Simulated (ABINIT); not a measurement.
## How the form of the self-energy moves the gap of InSe (R3m)

Wanted: the gap of InSe (R3m) under several approximations, with cost.

Calculated with ABINIT 10.8.3; LDA and many-body steps on it, plane waves.

Report form: the programs' logs are mostly left out.

The database entry behind the starting cell differs from later determinations by our own check (c about 1.5 % long), so it need not match the best structure at ambient conditions.

## Step 1: Set-up

Symmetry: R3m, No. 160, trigonal system. The conventional cell has a = 4.000 Å, b = 4.000 Å, c = 25.320 Å, α = 90.00°, β = 90.00°, γ = 120.00°. In has 3 Se at 2.64 Å and 1 In at 2.82 Å nearest. In has 3 Se at 2.63 Å and 1 In at 2.82 Å nearest. Nearest to Se lie 3 In at 2.64 Å. Se has 3 In at 2.63 Å nearest. Farther neighbours and most contacts between anions are not listed.

The cell and positions come from the Crystallography Open Database and are kept as given unless a step says otherwise.

## Step 2: Empty states on the mesh, 4×4×4 mesh, 191 bands

This step: ABINIT 10.8.3; DFT, LDA, plane waves, norm-conserving pseudopotentials.

The sums over transitions need many empty states on a uniform mesh; this step solves for them.

File run.abi:

```
acell 3*1.0 Angstrom
rprim 
  2.000000000018 1.154700538390 8.440000000000
  -2.000000000018 1.154700538390 8.440000000000
  0.000000000000 -2.309401076779 8.440000000000
ntypat 2
znucl 49 34
natom 4
typat 1 1 2 2
xred 
  0.000000000000 0.000000000000 0.000000000000
  0.111400000000 0.111400000000 0.111400000000
  0.616500000000 0.616500000000 0.616500000000
  0.828100000000 0.828100000000 0.828100000000
pp_dirpath "pseudos"
pseudos "In.upf, Se.upf"
ecut 39
ngkpt 4 4 4
nshiftk 1
shiftk 0 0 0
kptopt 1
chksymbreak 0
iscf -2
irdden 1
istwfk *1
nband 191
nbdbuf 16
tolwfr 1e-09
nstep 60
prtvol 0
indata_prefix "in"
outdata_prefix "out"
tmpdata_prefix "tmp"
```

Launch:

```console
> OMP_NUM_THREADS=1 mpirun -n 8 abinit run.abi > log
```

Run time: 7.7 min. Hardware: 8 MPI ranks of Arm Neoverse N1, shared host; peak memory 1.6 GiB; 61 min of CPU time.

This step gave:

| Item | Value |
| --- | --- |
| gap | 0.2084 eV |
| k of the valence top | 0.5, 0.5, 0.5 |
| k of the conduction bottom | 0.5, 0.5, 0.5 |
| least direct gap | 0.2084 eV |
| k points computed | 13 |
| lowest point of the top converged band, above the valence top | 59.1586 eV |

On this mesh the gap is 0.208 eV.

The density comes from a self-consistent run that is not shown.

## Step 3: Screening, 4×4×4 mesh, 175 bands, screening to 122.5 eV

The RPA dielectric matrix is built and inverted for each q.

This step: RPA screening on LDA, plane waves, norm-conserving pseudopotentials.

Changes to run.abi since step 2:

```diff
@@ -22,10 +22,11 @@
 chksymbreak 0
-iscf -2
-irdden 1
 istwfk *1
-nband 191
-nbdbuf 16
-tolwfr 1e-09
-nstep 60
-prtvol 0
+occopt 1
+irdwfk 1
+optdriver 3
+nband 175
+ecuteps 4.5
+inclvkb 2
+awtr 1
+symchi 1
 indata_prefix "in"
```

It took 38 min on 8 MPI ranks; peak memory 22 GiB.

Numbers from this step:

```
ε∞ with local fields, on this mesh, along the program's q direction : 67.17
the same without local fields                                       : 74.75
plasma frequency                                                    : 26.15 eV
plane waves in the screening matrix                                 : 375
```

Local fields lower ε∞ by 10 %.

## Step 4: G0W0, Godby-Needs plasmon pole

The self-energy is evaluated for the states that the input lists, and the levels follow from it, in one-shot runs by the linearised quasiparticle equation.

This step: G0W0 on LDA, plane waves, norm-conserving pseudopotentials.

Changes to run.abi since step 3:

```diff
@@ -25,8 +25,17 @@
 irdwfk 1
-optdriver 3
+optdriver 4
 nband 175
+gwcalctyp 0
+ecutsigx 39
+symsigma 1
+nkptgw 2
+kptgw 
+  0.5000000000 0.5000000000 0.5000000000
+  0.0000000000 0.0000000000 0.0000000000
+bdgw 
+  27 31
+  28 31
 ecuteps 4.5
-inclvkb 2
-awtr 1
-symchi 1
+irdscr 1
+ppmodel 1
 indata_prefix "in"
```

It took 65 s on 8 MPI ranks; peak memory 12 GiB.

This step gave:

* G0W0 gap on the points computed: 0.9970 eV
* starting gap on the mesh: 0.2084 eV
* k of the valence top: 0.5, 0.5, 0.5
* k of the conduction bottom: 0.5, 0.5, 0.5
* Z at the valence top: 0.782
* Z at the conduction bottom: 0.795
* least direct G0W0 gap on the computed points: 0.9970 eV

The gap on the mesh goes from 0.21 eV to 1.00 eV, a correction of +0.79 eV.

## Step 5: G0W0, Hybertsen-Louie plasmon pole

Changes to run.abi since step 4:

```diff
@@ -39,3 +39,3 @@
 irdscr 1
-ppmodel 1
+ppmodel 2
 indata_prefix "in"
```

Wall time 65 s (8 MPI ranks); peak memory 12 GiB; 8.6 min of CPU time.

This step gave:

```yaml
g0w0_gap_on_the_points_computed: 0.9010 eV
starting_gap_on_the_mesh: 0.2084 eV
k_of_the_valence_top: 0.5, 0.5, 0.5
k_of_the_conduction_bottom: 0.5, 0.5, 0.5
z_at_the_valence_top: 0.846
z_at_the_conduction_bottom: 0.851
least_direct_g0w0_gap_on_the_computed_points: 0.9010 eV
```

Against G0W0 in ABINIT (4×4×4 mesh, 175 bands, screening to 122.5 eV, Godby-Needs plasmon pole), the gap moves by −0.096 eV.

## Step 6: G0W0, von der Linden-Horsch plasmon pole

Changes to run.abi since step 5:

```diff
@@ -39,3 +39,3 @@
 irdscr 1
-ppmodel 2
+ppmodel 3
 indata_prefix "in"
```

It took 50 s on 8 MPI ranks; peak memory 12 GiB; 6.6 min of CPU time.

This step gave:

```yaml
g0w0_gap_on_the_points_computed: 0.9930 eV
starting_gap_on_the_mesh: 0.2084 eV
k_of_the_valence_top: 0.5, 0.5, 0.5
k_of_the_conduction_bottom: 0.5, 0.5, 0.5
least_direct_g0w0_gap_on_the_computed_points: 0.9930 eV
```

Against G0W0 in ABINIT (4×4×4 mesh, 175 bands, screening to 122.5 eV, Godby-Needs plasmon pole), the gap moves by −0.004 eV.

## Step 7: G0W0, Engel-Farid plasmon pole

Changes to run.abi since step 6:

```diff
@@ -39,3 +39,3 @@
 irdscr 1
-ppmodel 3
+ppmodel 4
 indata_prefix "in"
```

The job ended after 51 s (8 MPI ranks; peak memory 12 GiB; 6.8 min of CPU time).

This step gave:

- G0W0 gap on the points computed: 0.9090 eV
- starting gap on the mesh: 0.2084 eV
- k of the valence top: 0.5, 0.5, 0.5
- k of the conduction bottom: 0.5, 0.5, 0.5
- least direct G0W0 gap on the computed points: 0.9090 eV

Against G0W0 in ABINIT (4×4×4 mesh, 175 bands, screening to 122.5 eV, Godby-Needs plasmon pole), the gap moves by −0.088 eV.

## Step 8: One-shot Hartree-Fock

This step: one-shot Hartree-Fock on LDA, plane waves, norm-conserving pseudopotentials.

Changes to run.abi since step 7:

```diff
@@ -26,4 +26,4 @@
 optdriver 4
-nband 175
-gwcalctyp 0
+nband 33
+gwcalctyp 5
 ecutsigx 39
@@ -37,5 +37,4 @@
   28 31
-ecuteps 4.5
-irdscr 1
-ppmodel 4
+ixc_sigma 40
+fftgw 31
 indata_prefix "in"
```

Elapsed: 32 s, on 8 MPI ranks; peak memory 9.6 GiB.

This step gave:

```yaml
quasiparticle_gap_on_the_points_computed: 5.188 eV
starting_gap_on_the_mesh: 0.2084 eV
k_of_the_valence_top: 0.5, 0.5, 0.5
k_of_the_conduction_bottom: 0.5, 0.5, 0.5
least_direct_quasiparticle_gap_on_the_computed_points: 5.188 eV
```

Against G0W0 in ABINIT (4×4×4 mesh, 175 bands, screening to 122.5 eV, Godby-Needs plasmon pole), the gap moves by +4.191 eV.

## Step 9: Side by side

Times are wall times on 8 MPI ranks of Arm Neoverse N1, shared host, good to a factor of about two. A run's time includes the screening step that it read.

| run | mesh | bands | screening cutoff (eV) | DFT gap (eV) | gap on the mesh (eV) | direct (eV) | ε∞ used | time |
| --- | --- | --- | --- | --- | --- | --- | --- | --- |
| G0W0, Godby-Needs plasmon pole | 4×4×4 | 175 | 122.5 | 0.208 | 0.997 | 0.997 | 67.17 | 39 min |
| G0W0, Hybertsen-Louie plasmon pole | 4×4×4 | 175 | 122.5 | 0.208 | 0.901 | 0.901 | 67.17 | 39 min |
| G0W0, von der Linden-Horsch plasmon pole | 4×4×4 | 175 | 122.5 | 0.208 | 0.993 | 0.993 | 67.17 | 38 min |
| G0W0, Engel-Farid plasmon pole | 4×4×4 | 175 | 122.5 | 0.208 | 0.909 | 0.909 | 67.17 | 38 min |
| one-shot Hartree-Fock | 4×4×4 | - | - | 0.208 | 5.188 | 5.188 | - | 32 s |

## Step 10: Results

| Quantity | Value |
| --- | --- |
| G0W0, Godby-Needs plasmon pole | 0.997 eV |
| G0W0, Hybertsen-Louie plasmon pole | 0.901 eV |
| G0W0, von der Linden-Horsch plasmon pole | 0.993 eV |
| G0W0, Engel-Farid plasmon pole | 0.909 eV |
| one-shot Hartree-Fock | 5.188 eV |
| known limits | not at the basis limit; exchange with frozen shells missing; mesh may overstate the screening; no spin-orbit coupling |

In words: G0W0, Hybertsen-Louie plasmon pole: −0.096 eV against G0W0, Godby-Needs plasmon pole. G0W0, von der Linden-Horsch plasmon pole: −0.004 eV against G0W0, Godby-Needs plasmon pole. G0W0, Engel-Farid plasmon pole: −0.088 eV against G0W0, Godby-Needs plasmon pole. One-shot Hartree-Fock: +4.191 eV against G0W0, Godby-Needs plasmon pole. Bare exchange alone opens the gap to 5.19 eV; against G0W0, correlation takes back 4.19 eV. Bands and cutoff are finite, so the gap is not at the basis limit. The miss can reach some tenths of an eV and take either sign; the mesh is an error of its own. In the G0W0 runs levels were corrected at 2 k points alone, so a gap called «on the mesh» is the least over those, and an edge elsewhere would be missed. The norm-conserving file of at least one element keeps a d shell over frozen s and p shells of the same row. Exchange with those shells is missing from the self-energy, an error of 0.3 to 0.9 eV in cases checked, whose sign depends on which edge lies on those atoms. For the LDA start: The RPA ε∞ on this mesh reaches over 25; with a narrow direct gap a coarse mesh can overstate it, and the correction is then too small. The many-body steps are scalar-relativistic: spin-orbit coupling is not in them.

[Paths, hosts, dates, memory and timing lines, banners, echoed tables and standing remarks are left out of the program output.]

[Logs are printed without paths, hosts, clocks, repeated set-up lines and the standing remarks that a program may print on its own settings, such as how far it seeks lower states.]

[Runs of the session that timed out or met a known fault of the program may be left out.]

[Hosts, paths, dates, database ids (printed as entryN), source tags and the programs' standing remarks are cut or masked in the printed files.]

[G0W0 gaps are taken among the corrected bands and points alone; a level outside them can change the order at an edge.]

[Where Ansatz stands beside ABINIT at settings called matched, ABINIT's density can come from a denser mesh and the files from another edition; pairs whose starting gaps differed by over 0.03 eV were left out, so agreement reads better than it is.]
